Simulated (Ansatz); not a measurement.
# AgF (model cell, started as CsCl type): relaxing the cell for a phonon run

Aim: bring AgF (model cell, started as CsCl type) to small forces and stress, as phonons need.

Main program and level: Ansatz 0.2.0; DFT LDA, scalar-relativistic, plane waves, PAW.

The structure was built from a prototype and need not be the compound's stable phase.

**1. The structure**

The structure is cubic, space group Pm-3m (No. 221). Conventional cell: a = 2.978 Å, b = 2.978 Å, c = 2.978 Å, α = 90.00°, β = 90.00°, γ = 90.00°. Ag has 8 F at 2.58 Å nearest. Nearest to F lie 8 Ag at 2.58 Å. Farther neighbours and most contacts between anions are not listed.

**2. Probe on a coarse mesh**

First a cheap look: the gap decides the mesh and the occupations, the pressure tells how far the cell has to move.

Contents of input.yaml:

```yaml
crystal:
  lattice:
    - [2.9782, 0.0, 0.0]
    - [0.0, 2.9782, 0.0]
    - [0.0, 0.0, 2.9782]
  atoms:
    - { symbol: Ag, position: [0.0, 0.0, 0.0] }
    - { symbol: F, position: [0.5, 0.5, 0.5] }
kpoints:
  mp_grid: { grid: [6, 6, 6] }
hamiltonian:
  xc: lda
scf:
  occupations: { method: gaussian, width: 0.1 }
output:
  forces: true
  stress: true
  eigenvalues: true
```

Run with:

```sh
$ ansatz run input.yaml --threads 4 --pin off --max-ram 7168MiB --backend cpu --events-out ev --progress --plain --runs-dir out
```

Numbers of over 12 decimals in the logs are rounded to 6 here.

What it wrote:

```text
Engine: ansatz 0.2.0, aarch64-unknown-linux-gnu
Pseudopotentials: kind: paw
Pseudopotential: Ag, paw, valence charge 19, recommended cutoff 420 eV (normal), Ag.paw.azcp
Pseudopotential: F, paw, valence charge 7, recommended cutoff 420 eV (normal), F.paw.azcp
Functional definition: SPW92
  exchange = slater_x
  correlation = pw_c
Crystal: 2 atoms, lattice volume = 26.416 Å³
Basis set: ecut = 420 eV, 485 PW (Γ)
[...]
--- Band table (eV; the first three rows and the last of 20) ---
  k-point 0: bands = [... 9 lower, 7.6213, 9.4979, 9.4979, 9.4979, 9.5013, 26.8897, 26.8897, 26.9216]
  k-point 1: bands = [... 9 lower, 8.1243, 9.5156, 9.6654, 9.6654, 10.6891, 23.2008, 26.6988, 27.0077]
  k-point 2: bands = [... 9 lower, 9.0856, 9.5512, 9.9413, 9.9413, 12.7517, 19.2344, 26.2710, 27.0241]
  k-point 19: bands = [... 9 lower, 10.0667, 10.2970, 10.2970, 10.2970, 18.3834, 18.3834, 18.3834, 22.6035]
[key lines of the parts left out:]
SCF converged after 6 iterations
Free energy (F): -8250.724170 eV
Fermi energy:    10.361859 eV
P = ⅓ Tr σ = -7.5170 GPa (-75.170 kbar)
```

The job ended after 1.3 s (4 threads of Arm Neoverse N1, shared host; peak memory 0.26 GiB).

This step gave:

```
pressure          : -7.517 GPa
volume per atom   : 13.21 Å³
gap on the k-mesh : 0 eV
```

The coarse mesh shows no gap and a pressure of -7.5 GPa.

**3. Bringing the structure to rest**

Harmonic phonons are second derivatives at a point where the forces vanish, and they are wanted at zero stress, so atoms and cell are relaxed first.

input.yaml, the sections that differ from step 2:

```yaml
kpoints:
  mp_grid: { grid: [12, 12, 12] }
output:
  forces: true
  stress: true
  eigenvalues: true
  write_density: true
  write_potential: true
  elf: true
  volumetric_format: npy
relax:
  adjacent_minimum: "off"
  f_tol: 0.005
  max_steps: 80
  cell: { stress_tol: 0.05 }
# crystal, hamiltonian, scf: as in step 2
```

What it wrote:

```text
[...]
Crystal: 2 atoms, lattice volume = 26.416 Å³
Basis set: ecut = 420 eV, 485 PW (Γ)
Bands: 17, of which v1, the nominal top of the filled ones, is band 13 counted from 1 (12 counted from 0)
Symmetry: 48 space group operations
[...]
k-points: 84 of 1728
[...]
SCF iter   1: F=—  HF=-8250.762571 eV  |F-HF|=—  |Δ(HF+E_count)|=         —  Δρ=2.65e-2  dr2=1.37e-1  ethr=1.77e-3  ⟨swp⟩=4.6  Hψ=5989  notcnv=0
[...]
SCF iter   6: F=-8250.724448 eV  HF=-8250.724448 eV  |F-HF|=1.19e-8  |Δ(HF+E_count)|=   1.27e-7  Δρ=8.99e-6  dr2=1.50e-8  ethr=3.72e-10  ⟨swp⟩=5.0  Hψ=8134  notcnv=0
SCF 1 converged in 6 iterations: F = -8250.724448 eV  dr2 = 1.50e-8
[...]
relax step   1: F+E_penalty+E_count = -8250.72444769 eV  Δ(F+E_penalty+E_count) = +0.000e0 eV  max|allowed force component| = 4.240e-30 eV/Å  Δτ_max = 0.0000 Å  P = -7.565 GPa  Ω = 26.416 Å³  (6 SCF iters, dr2 threshold 1.00e-7 eV, accepted)
Crystal: 2 atoms, lattice volume = 23.937 Å³
Basis set: ecut = 420 eV, 461 PW (Γ)
[...]
iter 1 solved again at ethr=2.47e-4 eV; its pass at ethr=3.10e-3 eV (dr2=6.42e-2 eV) is discarded
[...]
SCF iter   6: F=-8250.777476 eV  HF=-8250.777476 eV  |F-HF|=5.64e-11  |Δ(HF+E_count)|=   1.62e-9  Δρ=1.26e-6  dr2=1.22e-10  ethr=2.39e-10  ⟨swp⟩=5.0  Hψ=7126  notcnv=0
SCF 2 converged in 6 iterations: F = -8250.777476 eV  dr2 = 1.22e-10
relax step   2: F+E_penalty+E_count = -8250.77747645 eV  Δ(F+E_penalty+E_count) = -5.303e-2 eV  max|allowed force component| = 1.528e-30 eV/Å  Δτ_max = 0.0000 Å  P = +3.180 GPa  Ω = 23.937 Å³  energy of the carried Pulay correction = +1.107e-2 eV  (6 SCF iters, dr2 threshold 2.00e-7 eV, accepted)
Crystal: 2 atoms, lattice volume = 24.621 Å³
[...]
SCF iter   6: F=-8250.779957 eV  HF=-8250.779957 eV  |F-HF|=1.46e-11  |Δ(HF+E_count)|=  1.89e-10  Δρ=3.06e-7  dr2=1.52e-11  ethr=2.24e-11  ⟨swp⟩=4.9  Hψ=6710  notcnv=0
SCF 3 converged in 6 iterations: F = -8250.779957 eV  dr2 = 1.52e-11
relax step   3: F+E_penalty+E_count = -8250.77995710 eV  Δ(F+E_penalty+E_count) = -2.481e-3 eV  max|allowed force component| = 3.566e-30 eV/Å  Δτ_max = 0.0000 Å  P = -0.436 GPa  Ω = 24.621 Å³  energy of the carried Pulay correction = +7.911e-3 eV  (6 SCF iters, dr2 threshold 2.00e-7 eV, accepted)
[...]
relax step   4: F+E_penalty+E_count = -8250.78047661 eV  Δ(F+E_penalty+E_count) = -5.195e-4 eV  max|allowed force component| = 4.076e-30 eV/Å  Δτ_max = 0.0000 Å  P = -0.008 GPa  Ω = 24.534 Å³  energy of the carried Pulay correction = +8.309e-3 eV  (6 SCF iters, dr2 threshold 2.00e-7 eV, accepted)
[...]
relax step   5: F+E_penalty+E_count = -8250.77486323 eV  Δ(F+E_penalty+E_count) = +5.613e-3 eV  max|allowed force component| = 2.071e-30 eV/Å  Δτ_max = 0.0000 Å  P = -0.456 GPa  Ω = 24.534 Å³  stress off target by 4.56e-1 GPa  SCF on the basis re-selected at this cell (its energy is not comparable with the rows above)  (6 SCF iters)
[...]
relax step   6: F+E_penalty+E_count = -8250.77539097 eV  Δ(F+E_penalty+E_count) = -5.277e-4 eV  max|allowed force component| = 3.846e-30 eV/Å  Δτ_max = 0.0000 Å  P = -0.002 GPa  Ω = 24.444 Å³  energy of the carried Pulay correction = +3.986e-4 eV  (6 SCF iters, dr2 threshold 2.00e-7 eV, accepted)
[...]
SCF iter   8: F=-8250.775062 eV  HF=-8250.775062 eV  |F-HF|=0.00e0  |Δ(HF+E_count)|=  1.82e-12  Δρ=5.45e-11  dr2=3.90e-19  ethr=1.00e-12  ⟨swp⟩=1.7  Hψ=3363  notcnv=0
SCF 7 converged in 8 iterations: F = -8250.775062 eV  dr2 = 3.90e-19
relax step   7: F+E_penalty+E_count = -8250.77506234 eV  Δ(F+E_penalty+E_count) = +3.286e-4 eV  max|allowed force component| = 2.597e-30 eV/Å  Δτ_max = 0.0000 Å  P = -0.020 GPa  Ω = 24.444 Å³  stress off target by 1.97e-2 GPa  SCF on the basis re-selected at this cell (its energy is not comparable with the rows above)  (8 SCF iters)
[...]
SCF converged after 8 iterations
Free energy (F): -8250.775062 eV
[...]
Internal energy: -8250.772798 eV  (E = F + TS)
E sigma→0 (E₀):  -8250.773930 eV
Entropy (-TS):   -0.002264 eV (-1.132 meV/atom)
Fermi energy:    11.874472 eV
[...]
--- Stress (GPa, compression-positive) ---
       -0.019702      -0.000000       0.000000
       -0.000000      -0.019702      -0.000000
        0.000000      -0.000000      -0.019702
  P = ⅓ Tr σ = -0.0197 GPa (-0.197 kbar)
--- Band table (eV; the first three rows and the last of 84) ---
  k-point 0: bands = [... 9 lower, 8.8119, 10.9952, 10.9982, 10.9982, 10.9982, 28.9190, 28.9190, 29.2309]
  k-point 1: bands = [... 9 lower, 9.0211, 11.0039, 11.0489, 11.0489, 11.3947, 27.2769, 28.8379, 29.2517]
  k-point 2: bands = [... 9 lower, 9.4128, 11.0192, 11.1768, 11.1768, 12.2435, 25.3349, 28.6105, 29.2830]
  k-point 83: bands = [... 9 lower, 11.6625, 11.8732, 11.8732, 11.8732, 20.0653, 20.0653, 20.0653, 25.1754]
--- Relaxed structure (5 steps of the walk, 5 accepted, 2 SCFs on fresh bases) ---
  F+E_penalty+E_count = -8250.77506234 eV   max|allowed force component| = 2.597e-30 eV/Å   (the final SCF, on the basis selected at the relaxed cell)
  cell:  # Å, volume = 24.4436 Å³
    - [2.902164, 0, 0]
    - [0, 2.902164, 0]
    - [0, 0, 2.902164]
  atoms:
    - { symbol: Ag, position: [0, 0, 0] }
    - { symbol: F, position: [0.5, 0.5, 0.5] }
```

Run time: 14 s. Hardware: 4 threads; peak memory 0.32 GiB.

Relaxation path:

```csv
step,energy less that of the first step (eV),largest force component (eV/Å),pressure (GPa),volume (Å³)
1,0.0000,0.0000,-7.57,26.42
2,-0.0530,0.0000,3.18,23.94
3,-0.0555,0.0000,-0.44,24.62
4,-0.0560,0.0000,-0.01,24.53
5*,-0.0504,0.0000,-0.46,24.53
6,-0.0509,0.0000,0.00,24.44
7*,-0.0506,0.0000,-0.02,24.44
```

Relaxation steps marked * repeat the geometry before them on a plane-wave basis chosen anew for their cell, so energy and pressure can jump there.

The run keeps the 48 symmetry operations that it works with, so distortions that break them were not tested.

```csv
"conventional cell, symmetrised",before,after,change
a (Å),2.978,2.902,-2.6 %
b (Å),2.978,2.902,-2.6 %
c (Å),2.978,2.902,-2.6 %
volume (Å³/atom),13.21,12.22,-7.5 %
```

The relaxed structure:

```
Ag F
1.0
     2.90216    0.00000    0.00000
     0.00000    2.90216    0.00000
     0.00000    0.00000    2.90216
Ag F
1 1
Direct
  0.00000 0.00000 0.00000
  0.50000 0.50000 0.50000
```

Numbers from this step:

```yaml
pressure: -0.01970 GPa
volume_per_atom: 12.22 Å³
```

Valence density in the ac plane at fractional y = 0.500, with atoms of F within 0.2 Å of it. It is the smooth field of the valence electrons, not physical close to the nuclei.

Ten even steps from '0' (0 e/Å³) to '9' (12 e/Å³):
```
000000000000000
000000000000000
000000000000000
000000000000000
000000122100000
000001466410000
000002699620000
000002699620000
000001466410000
000000122100000
000000000000000
000000000000000
000000000000000
000000000000000
000000000000000
```
Columns run along a (2.9 Å), rows up along c (2.9 Å). Atoms in or near the plane, at fractional coordinates: F at (0.50, 0.50).

Electrostatic potential energy in the ac plane at fractional y = 0.500, with atoms of F within 0.2 Å of it. With pseudopotentials it is smooth inside the atoms' cores, unlike the true potential.

Values in eV, 15 rows by 15 columns:
```
 14  14  15  15  16  17  18  19  19  18  17  16  15  15  14
 14  15  15  16  16  17  17  16  16  17  17  16  16  15  15
 15  15  16  16  17  16  17  18  18  17  16  17  16  16  15
 16  16  16  17  16  17  10   3   3  10  17  16  17  16  16
 17  17  17  16  17   4 -13 -20 -20 -13   4  17  16  17  17
 17  18  17  17  10 -13 -25 -30 -30 -25 -13  10  17  17  18
 17  19  16  18   3 -20 -30 -30 -30 -30 -20   3  18  16  19
 17  19  16  18   3 -20 -30 -30 -30 -30 -20   3  18  16  19
 17  18  17  17  10 -13 -25 -30 -30 -25 -13  10  17  17  18
 17  17  17  16  17   4 -13 -20 -20 -13   4  17  16  17  17
 16  16  16  17  16  17  10   3   3  10  17  16  17  16  16
 15  15  16  16  17  16  17  18  18  17  16  17  16  16  15
 14  15  15  16  16  17  17  16  16  17  17  16  16  15  15
 14  14  15  15  16  17  18  19  19  18  17  16  15  15  14
 13  14  14  15  16  17  17  17  17  17  17  16  15  14  14
```
Columns run along a (2.9 Å; values clipped at the 3rd and 97th percentile), rows up along c (2.9 Å). Atoms in or near the plane, at fractional coordinates: F at (0.50, 0.50).

ELF in the ac plane at fractional y = 0.500, with atoms of F within 0.2 Å of it. It is the smooth field of the valence electrons, not physical close to the nuclei.

Values, 15 rows by 15 columns:
```
0.09 0.09 0.08 0.07 0.06 0.05 0.05 0.06 0.06 0.05 0.05 0.06 0.07 0.08 0.09
0.09 0.08 0.08 0.06 0.07 0.10 0.16 0.21 0.21 0.16 0.10 0.07 0.06 0.08 0.08
0.07 0.07 0.06 0.08 0.14 0.30 0.46 0.55 0.55 0.46 0.30 0.14 0.08 0.06 0.07
0.06 0.06 0.07 0.14 0.35 0.60 0.73 0.77 0.77 0.73 0.60 0.35 0.14 0.07 0.06
0.04 0.05 0.10 0.30 0.60 0.77 0.81 0.80 0.80 0.81 0.77 0.60 0.30 0.10 0.05
0.03 0.05 0.16 0.46 0.73 0.81 0.78 0.71 0.71 0.78 0.81 0.73 0.46 0.16 0.05
0.03 0.06 0.21 0.55 0.77 0.80 0.71 0.54 0.54 0.71 0.80 0.77 0.55 0.21 0.06
0.03 0.06 0.21 0.55 0.77 0.80 0.71 0.54 0.54 0.71 0.80 0.77 0.55 0.21 0.06
0.03 0.05 0.16 0.46 0.73 0.81 0.78 0.71 0.71 0.78 0.81 0.73 0.46 0.16 0.05
0.04 0.05 0.10 0.30 0.60 0.77 0.81 0.80 0.80 0.81 0.77 0.60 0.30 0.10 0.05
0.06 0.06 0.07 0.14 0.35 0.60 0.73 0.77 0.77 0.73 0.60 0.35 0.14 0.07 0.06
0.07 0.07 0.06 0.08 0.14 0.30 0.46 0.55 0.55 0.46 0.30 0.14 0.08 0.06 0.07
0.09 0.08 0.08 0.06 0.07 0.10 0.16 0.21 0.21 0.16 0.10 0.07 0.06 0.08 0.08
0.09 0.09 0.08 0.07 0.06 0.05 0.05 0.06 0.06 0.05 0.05 0.06 0.07 0.08 0.09
0.10 0.09 0.09 0.07 0.06 0.04 0.03 0.03 0.03 0.03 0.04 0.06 0.07 0.09 0.09
```
Columns run along a (2.9 Å), rows up along c (2.9 Å). Atoms in or near the plane, at fractional coordinates: F at (0.50, 0.50).

In this step the volume went from 13.21 to 12.22 Å³/atom.

**4. Tight relaxation**

Phonons need a cell at rest on their own settings, so the relaxation is repeated with tight tolerances on forces and stress on the k mesh and occupations of the first response run.

input.yaml, the sections that differ from step 3:

```yaml
crystal:
  lattice:
    - [2.9021638392, 0.0, 0.0]
    - [0.0, 2.9021638392, 0.0]
    - [0.0, 0.0, 2.9021638392]
  atoms:
    - { symbol: Ag, position: [0.0, 0.0, 0.0] }
    - { symbol: F, position: [0.5, 0.5, 0.5] }
scf:
  occupations: { method: methfessel_paxton, width: 0.15 }
relax:
  adjacent_minimum: "off"
  f_tol: 0.001
  max_steps: 60
  cell: { stress_tol: 0.01 }
# kpoints, hamiltonian, output: as in step 3
```

What it wrote:

```text
[...]
Crystal: 2 atoms, lattice volume = 24.444 Å³
Basis set: ecut = 420 eV, 461 PW (Γ)
Bands: 17, of which v1, the nominal top of the filled ones, is band 13 counted from 1 (12 counted from 0)
[... 1 set-up line as in the run before ...]
[...]
k-points: 84 of 1728
[...]
k-point 83: bands = [... 9 lower, 11.6778, 11.8819, 11.8819, 11.8819, 20.0738, 20.0738, 20.0738, 25.1894]
--- Relaxed structure (2 steps of the walk, 2 accepted, 1 SCFs on fresh bases) ---
[...]
cell:  # Å, volume = 24.4362 Å³
    - [2.901868, 0.0, 0.0]
    - [0.0, 2.901868, 0.0]
    - [0.0, 0.0, 2.901868]
  atoms:
    - { symbol: Ag, position: [0, 0, 0] }
    - { symbol: F, position: [0.5, 0.5, 0.5] }
[key lines of the parts left out:]
SCF converged after 4 iterations
Free energy (F): -8250.772844 eV
Fermi energy:    11.846584 eV
P = ⅓ Tr σ = 0.0035 GPa (0.035 kbar)
```

The job ended after 6.6 s (4 threads; peak memory 0.32 GiB; 11 s of CPU time).

Little changed from the start: no atom moved by 0.005 Å and no cell edge by 0.1 %.

This step gave:

```
pressure : 0.003549 GPa
```

Electrostatic potential energy in the ac plane at fractional y = 0.000, with atoms of Ag within 0.2 Å of it. With pseudopotentials it is smooth inside the atoms' cores, unlike the true potential.

Values in eV, 15 rows by 15 columns:
```
-29 -29 -24 -17  -9   3  12  14  14  12   3  -9 -17 -24 -29
-26 -24 -20 -13  -4   7  13  14  14  13   7  -4 -13 -20 -24
-18 -17 -13  -7   3  11  14  15  15  14  11   3  -7 -13 -17
-10  -9  -4   3  10  13  15  16  16  15  13  10   3  -4  -9
  2   3   7  11  13  15  16  17  17  16  15  13  11   7   3
 11  12  13  14  15  16  17  17  17  17  16  15  14  13  12
 13  14  14  15  16  17  17  17  17  17  17  16  15  14  14
 13  14  14  15  16  17  17  17  17  17  17  16  15  14  14
 11  12  13  14  15  16  17  17  17  17  16  15  14  13  12
  2   3   7  11  13  15  16  17  17  16  15  13  11   7   3
-10  -9  -4   3  10  13  15  16  16  15  13  10   3  -4  -9
-18 -17 -13  -7   3  11  14  15  15  14  11   3  -7 -13 -17
-26 -24 -20 -13  -4   7  13  14  14  13   7  -4 -13 -20 -24
-29 -29 -24 -17  -9   3  12  14  14  12   3  -9 -17 -24 -29
-29 -29 -26 -18 -10   2  11  13  13  11   2 -10 -18 -26 -29
```
Columns run along a (2.9 Å; values clipped at the 3rd and 97th percentile), rows up along c (2.9 Å). Atoms in or near the plane, at fractional coordinates: Ag at (0.00, 0.00).

Valence density in the ac plane at fractional y = 0.000, with atoms of Ag within 0.2 Å of it. It is the smooth field of the valence electrons, not physical close to the nuclei.

Ten even steps from '0' (0 e/Å³) to '9' (21 e/Å³):
```
875200000000257
553100000000135
221000000000012
100000000000000
000000000000000
000000000000000
000000000000000
000000000000000
000000000000000
000000000000000
100000000000000
221000000000012
553100000000135
875200000000257
985210000001258
```
Columns run along a (2.9 Å), rows up along c (2.9 Å). Atoms in or near the plane, at fractional coordinates: Ag at (0.00, 0.00).

ELF in the ac plane at fractional y = 0.000, with atoms of Ag within 0.2 Å of it. It is the smooth field of the valence electrons, not physical close to the nuclei.

Ten even steps from '_' (0.03) to '@' (0.87):
```
@@%%##**==::..____..::==**##%%
####**++==::..____..::==++**##
****++==--..________..--==++**
======--....________....--====
--::::....____________....::::
......____________________....
______________________________
______________________________
......____________________....
--::::....____________....::::
======--....________....--====
****++==--..________..--==++**
####**++==::..____..::==++**##
@@%%##**==::..____..::==**##%%
@@@@##**==--..____..--==**##@@
```
Columns run along a (2.9 Å), rows up along c (2.9 Å). Atoms in or near the plane, at fractional coordinates: Ag at (0.00, 0.00).

The forces vanish by symmetry and the pressure is 0.004 GPa, within the tolerances set. The cell now holds 12.22 Å³/atom.

**5. Outcome**

* space group after relaxation (within 0.01 Å): Pm-3m
* lattice constant a: 2.902 Å
* lattice constant b: 2.902 Å
* lattice constant c: 2.902 Å
* volume per atom: 12.2 Å³

**Reading.** The forces vanish by symmetry and the pressure is 0.004 GPa, within the tolerances set. The cell now holds 12.22 Å³/atom. The relaxation keeps the symmetry of its start, so it says nothing on stability against lower symmetry. The starting cell was built on a prototype and not taken from a measurement, so the phase need not exist.

[Logs are printed without paths, hosts, clocks, repeated set-up lines and the standing remarks that a program may print on its own settings, such as how far it seeks lower states.]

[Hosts, paths, dates, database ids (printed as entryN), source tags and the programs' standing remarks are cut or masked in the printed files.]
